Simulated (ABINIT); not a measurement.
# A GW chain in ABINIT: CsCu2I3 (Cmcm), part 3 of 3

How does a plane-wave GW calculation on CsCu2I3 (Cmcm) run from the first input to the gap?

ABINIT 10.8.3; LDA and many-body steps on it, plane waves. Known limits of the many-body steps: not at the basis limit; d shell near the gap, gap tends to lie low; no spin-orbit coupling; coarse k mesh.

So far. Step 3 (Bands along the symmetry lines): The gap is 1.751 eV, as in the run before at this level. Step 4 (Empty states on the mesh, 1×1×2 mesh, 382 bands): On this mesh the gap is 1.751 eV.

In doubt: a PseudoDojo file used here is known to give poor structures and forces, which bears on pressures, cells, forces and phonons.

## 5. Screening, 1×1×2 mesh, 348 bands, screening to 106.1 eV

The RPA dielectric matrix is built and inverted for each q.

This step: RPA screening on LDA, plane waves, norm-conserving pseudopotentials.

The input, run.abi:

```
acell 3*1.0 Angstrom
rprim 
  5.273950000000 -6.586250000000 0.000000000000
  5.273950000000 6.586250000000 0.000000000000
  0.000000000000 0.000000000000 6.097180000000
ntypat 3
znucl 55 29 53
natom 12
typat 1 1 2 2 2 2 3 3 3 3 3 3
xred 
  0.327800000000 0.672200000000 0.250000000000
  0.672200000000 0.327800000000 0.750000000000
  0.851000000000 0.851000000000 0.000000000000
  0.149000000000 0.149000000000 0.500000000000
  0.149000000000 0.149000000000 0.000000000000
  0.851000000000 0.851000000000 0.500000000000
  0.879600000000 0.120400000000 0.250000000000
  0.120400000000 0.879600000000 0.750000000000
  0.836000000000 0.598000000000 0.250000000000
  0.164000000000 0.402000000000 0.750000000000
  0.598000000000 0.836000000000 0.750000000000
  0.402000000000 0.164000000000 0.250000000000
pp_dirpath "pseudos"
pseudos "Cs.upf, Cu.upf, I.upf"
ecut 38
ngkpt 1 1 2
nshiftk 1
shiftk 0 0 0
kptopt 1
chksymbreak 0
istwfk *1
occopt 1
irdwfk 1
optdriver 3
nband 348
ecuteps 3.9
inclvkb 2
awtr 1
symchi 1
indata_prefix "in"
outdata_prefix "out"
tmpdata_prefix "tmp"
```

Launch:

```console
$ OMP_NUM_THREADS=1 mpirun -n 32 abinit run.abi > log
```

Numbers of over 12 decimals in the logs are rounded to 6 here.

Log:

```text
.Version 10.8.3 of ABINIT. v10.8.2 released Aug 2026.

 Symmetries : space group Cm c m (# 63); Bravais oC (1-face-center ortho.)
[... echo of the input left out ...]
== DATASET  1 ==================================================================
-   mpi_nproc: 32, omp_nthreads: 1 (-1 if OMP is not activated)

--- !DatasetInfo
iteration_state: {dtset: 1, }
dimensions: {natom: 12, nkpt: 2, mband: 348, nsppol: 1, nspinor: 1, nspden: 1, mpw: 32052, }
cutoff_energies: {ecut:  38.0, pawecutdg:  -1.0, }
electrons: {nelect:   1.36000000E+02, charge:   0.00000000E+00, occopt:   1.00000000E+00, tsmear:   1.00000000E-02, }

 SCREENING: Calculation of the susceptibility and dielectric matrices

 Based on a program developped by R.W. Godby, V. Olevano, G. Onida, and L. Reining.
 Incorporated in ABINIT by V. Olevano, G.-M. Rignanese, and M. Torrent.
.Using double precision arithmetic ; gwpc =  8

[... cell and pseudopotentials left out ...]
--------------------------------------------------------------------------------

 ==== K-mesh for the wavefunctions ====
 Number of points in the irreducible wedge :     2
[... list of points left out ...]
 Together with  8 symmetry operations and time-reversal symmetry
 yields     2 points in the full Brillouin Zone.

 ==== Q-mesh for the screening function ====
 Number of points in the irreducible wedge :     2
[... list of points left out ...]
 Together with  8 symmetry operations and time-reversal symmetry
 yields     2 points in the full Brillouin Zone.

 setmesh: FFT mesh size selected  =    64x   64x   48
          total number of points  =       196608

 vcoul_init : cutoff-mode = AUXILIARY_FUNCTION
 q-points for optical limit:   1
     1)      0.000010    0.000020    0.000030

- screening: taking advantage of time-reversal symmetry
- Maximum band index for partially occupied states nbvw = 68
- Remaining bands to be divided among processors   nbcw = 280
- Number of bands treated by each node ~8

 Number of electrons calculated from density =  136.0000; Expected =  136.0000
 average of density, n =  0.047578
 r_s =    1.7120
 omega_plasma =   21.0407 [eV]

 calculating chi0 at frequencies [eV] :
  1    0.000000E+00    0.000000E+00
  2    0.000000E+00    2.104070E+01

--------------------------------------------------------------------------------
  q-point number  1        q = ( 0.000000, 0.000000, 0.000000) [r.l.u.]
--------------------------------------------------------------------------------
[... chi0 elements left out ...]
 For q-point:  0.000010 0.000020 0.000030
  dielectric constant =   6.7364
  dielectric constant without local fields =   7.6443

  Average fulfillment of the sum rule on Im[epsilon] for q-point    1 :     49.70  [%]
[... wings left out ...]
  q-point number  2        q = ( 0.000000, 0.000000, 0.500000) [r.l.u.]
--------------------------------------------------------------------------------
[... chi0 elements left out ...]
  Average fulfillment of the sum rule on Im[epsilon] for q-point    2 :     51.72  [%]

== END DATASET(S) ==============================================================
================================================================================

 -outvars: echo values of variables after computation  --------
           etotal      0.0000000000E+00
            nband         348
             nkpt           2
          spgroup          63
 [... the other variables as echoed above ...]

 Calculation completed.
```

Run time: 4.3 min. Hardware: 32 MPI ranks of AMD EPYC 7R43, shared host; peak memory 45 GiB.

This step gave:

| Property | Result |
| --- | --- |
| ε∞ with local fields, on this mesh, along the program's q direction | 6.736 |
| the same without local fields | 7.644 |
| plasma frequency | 21.04 eV |
| plane waves in the screening matrix | 1029 |

Local fields lower ε∞ by 12 %. On a Γ-centred mesh this coarse the value itself is usually too large, while a short band sum pulls it down.

## 6. Self-energy, 1×1×2 mesh, 348 bands, screening to 106.1 eV

The self-energy is evaluated for the states that the input lists, and the levels follow from it, in one-shot runs by the linearised quasiparticle equation.

This step: G0W0 on LDA, plane waves, norm-conserving pseudopotentials.

run.abi, as its differences from that of step 5:

```diff
@@ -33,8 +33,15 @@
 irdwfk 1
-optdriver 3
+optdriver 4
 nband 348
+gwcalctyp 0
+ecutsigx 38
+symsigma 1
+nkptgw 1
+kptgw 
+  0.0000000000 0.0000000000 0.0000000000
+bdgw 
+  67 70
 ecuteps 3.9
-inclvkb 2
-awtr 1
-symchi 1
+irdscr 1
+ppmodel 1
 indata_prefix "in"
```

Log:

```text
.Version 10.8.3 of ABINIT. v10.8.2 released Aug 2026.

 Symmetries : space group Cm c m (# 63); Bravais oC (1-face-center ortho.)
[... echo of the input left out ...]
== DATASET  1 ==================================================================
-   mpi_nproc: 32, omp_nthreads: 1 (-1 if OMP is not activated)

--- !DatasetInfo
iteration_state: {dtset: 1, }
dimensions: {natom: 12, nkpt: 2, mband: 348, nsppol: 1, nspinor: 1, nspden: 1, mpw: 32052, }
cutoff_energies: {ecut:  38.0, pawecutdg:  -1.0, }
electrons: {nelect:   1.36000000E+02, charge:   0.00000000E+00, occopt:   1.00000000E+00, tsmear:   1.00000000E-02, }

 SIGMA: Calculation of the GW corrections

 Based on a program developped by R.W. Godby, V. Olevano, G. Onida, and L. Reining.
 Incorporated in ABINIT by V. Olevano, G.-M. Rignanese, and M. Torrent.
.Using double precision arithmetic ; gwpc =  8

[... cell and pseudopotentials left out ...]
--------------------------------------------------------------------------------

 ==== K-mesh for the wavefunctions ====
 Number of points in the irreducible wedge :     2
[... list of points left out ...]
 Together with  8 symmetry operations and time-reversal symmetry
 yields     2 points in the full Brillouin Zone.

 ==== Q-mesh for screening function ====
 Number of points in the irreducible wedge :     2
[... list of points left out ...]
 Together with  8 symmetry operations and time-reversal symmetry
 yields     2 points in the full Brillouin Zone.

 vcoul_init : cutoff-mode = AUXILIARY_FUNCTION
 q-points for optical limit:   1
     1)      0.000010    0.000020    0.000030
 setmesh: FFT mesh size selected  =    90x   90x   64
          total number of points  =       518400

 Number of electrons calculated from density =  136.0000; Expected =  136.0000
 average of density, n =  0.047578
 r_s =    1.7120
 omega_plasma =   21.0407 [eV]

 === KS Band Gaps ===
  >>>> For spin  1
   Minimum direct gap =   1.7508 [eV], located at k-point      :   0.0000  0.0000  0.0000
   Fundamental gap    =   1.7508 [eV], Top of valence bands at :   0.0000  0.0000  0.0000
                                       Bottom of conduction at :   0.0000  0.0000  0.0000
 SIGMA fundamental parameters:
 PLASMON POLE MODEL  1
 number of plane-waves for SigmaX                31935
 number of plane-waves for SigmaC and W           1029
 number of plane-waves for wavefunctions         31935
 number of bands                                   348
 number of independent spin polarizations            1
 number of spinorial components                      1
 number of k-points in IBZ                           2
 number of q-points in IBZ                           2
 number of symmetry operations                       8
 number of k-points in BZ                            2
 number of q-points in BZ                            2
 number of frequencies for dSigma/dE                 9
 frequency step for dSigma/dE [eV]                0.25
 number of omega for Sigma on real axis              0
 max omega for Sigma on real axis  [eV]           0.00
 zcut for avoiding poles [eV]                     0.10

 EPSILON^-1 parameters (SCR file):
 dimension of the eps^-1 matrix on file           1029
 dimension of the eps^-1 matrix used              1029
 number of plane-waves for wavefunctions         31935
 number of bands                                   348
 number of q-points in IBZ                           2
 number of frequencies                               2
 number of real frequencies                          1
 number of imag frequencies                          1

 matrix elements of self-energy operator (all in [eV])

 Perturbative Calculation

--- !SelfEnergy_ee
iteration_state: {dtset: 1, }
kpoint     : [   0.000,    0.000,    0.000, ]
spin       : 1
KS_gap     :    1.751
QP_gap     :    2.926
Delta_QP_KS:    1.176
data: !SigmaeeData |
     Band     E0 <VxcDFT>   SigX SigC(E0)      Z dSigC/dE  Sig(E)    E-E0       E
       67   2.595 -23.043 -28.640   5.143   0.735  -0.361 -23.377  -0.334   2.261
       68   2.783 -22.700 -28.197   5.043   0.737  -0.357 -23.034  -0.334   2.449
       69   4.534  -8.947  -4.403  -3.506   0.810  -0.234  -8.106   0.841   5.375
       70   5.667 -10.038  -6.131  -3.097   0.805  -0.242  -9.386   0.653   6.320

== END DATASET(S) ==============================================================
================================================================================

 -outvars: echo values of variables after computation  --------
           etotal      0.0000000000E+00
            nband         348
             nkpt           2
          spgroup          63
 [... the other variables as echoed above ...]

 Calculation completed.
```

Elapsed: 16 s, on 32 MPI ranks; peak memory 13 GiB.

Numbers from this step:

```yaml
g0w0_gap_on_the_points_computed: 2.926 eV
starting_gap_on_the_mesh: 1.751 eV
k_of_the_valence_top: 0, 0, 0
k_of_the_conduction_bottom: 0, 0, 0
z_at_the_valence_top: 0.737
z_at_the_conduction_bottom: 0.81
least_direct_g0w0_gap_on_the_computed_points: 2.926 eV
```

The gap on the mesh goes from 1.75 eV to 2.93 eV, a correction of +1.18 eV.

Limits: finite bands, cutoff and mesh; d shell near the gap, gap tends to lie low; no spin-orbit coupling; coarse k mesh. v1 is the top filled band, c1 the lowest empty one. The levels before and after the correction (eV, zero at the valence-band top of each column):

```
           conduction bottom  valence top
Kohn-Sham               1.75         0.00
     G0W0               2.93         0.00
```

```
           level  energy (eV)
Kohn-Sham   Γ v2       -0.188
Kohn-Sham   Γ v1        0.000
Kohn-Sham   Γ c1        1.751
Kohn-Sham   Γ c2        2.884
     G0W0   Γ v2       -0.188
     G0W0   Γ v1        0.000
     G0W0   Γ c1        2.926
     G0W0   Γ c2        3.871
```

## 7. Where the time went

Times are wall times on 32 MPI ranks of AMD EPYC 7R43, shared host, good to a factor of about two.

```
                          step     time  share  memory (GiB)
                  ground state   16 min   30 %           7.2
bands along the symmetry lines   11 min   20 %           5.9
      empty states on the mesh   22 min   41 %           4.0
                     screening  4.3 min    8 %            45
                   self-energy     16 s    0 %            13
```

## 8. Results

```json
{"LDA gap": "1.75 eV, direct", "G0W0 gap on the mesh": "2.93 eV", "GW settings": "1×1×2 mesh, 348 bands, screening to 106.1 eV, Godby-Needs plasmon pole", "known limits": "not at the basis limit; d shell near the gap, gap tends to lie low; no spin-orbit coupling; coarse k mesh"}
```

G0W0 moves the gap on the mesh from 1.75 eV to 2.93 eV (+1.18 eV), with Z of 0.74 and 0.81 at the edges. Local fields lower the RPA ε∞ on this mesh from 7.64 to 6.74; a Γ-centred mesh this coarse tends to raise both, most where the direct gap is narrow, while a short band sum lowers them. Only 1 of the mesh's irreducible points was corrected, so a valley elsewhere could overtake. Bands and cutoff are finite, so the gap is not at the basis limit. The miss can reach some tenths of an eV and take either sign; the mesh is an error of its own. In the G0W0 run levels were corrected at 1 k point alone, so a gap called «on the mesh» is the least over those, and an edge elsewhere would be missed. The 1×1×2 mesh is coarse for this cell, which bears on the long-range parts of exchange and screening. A d shell, filled or nearly so, lies near the gap. One-shot GW converges very slowly in bands there, not always from below, and on a semilocal start the gap tends to come out low; starts rich in exact exchange can overshoot instead. The many-body steps are scalar-relativistic: spin-orbit coupling is not in them.

[Paths, hosts, dates, memory and timing lines, banners, echoed tables and standing remarks are left out of the program output.]

[Logs are printed without paths, hosts, clocks, repeated set-up lines and the standing remarks that a program may print on its own settings, such as how far it seeks lower states.]

[Runs of the session that timed out or met a known fault of the program may be left out.]

[Hosts, paths, dates, database ids (printed as entryN), source tags and the programs' standing remarks are cut or masked in the printed files.]

[G0W0 gaps are taken among the corrected bands and points alone; a level outside them can change the order at an edge.]

[Where Ansatz stands beside ABINIT at settings called matched, ABINIT's density can come from a denser mesh and the files from another edition; pairs whose starting gaps differed by over 0.03 eV were left out, so agreement reads better than it is.]
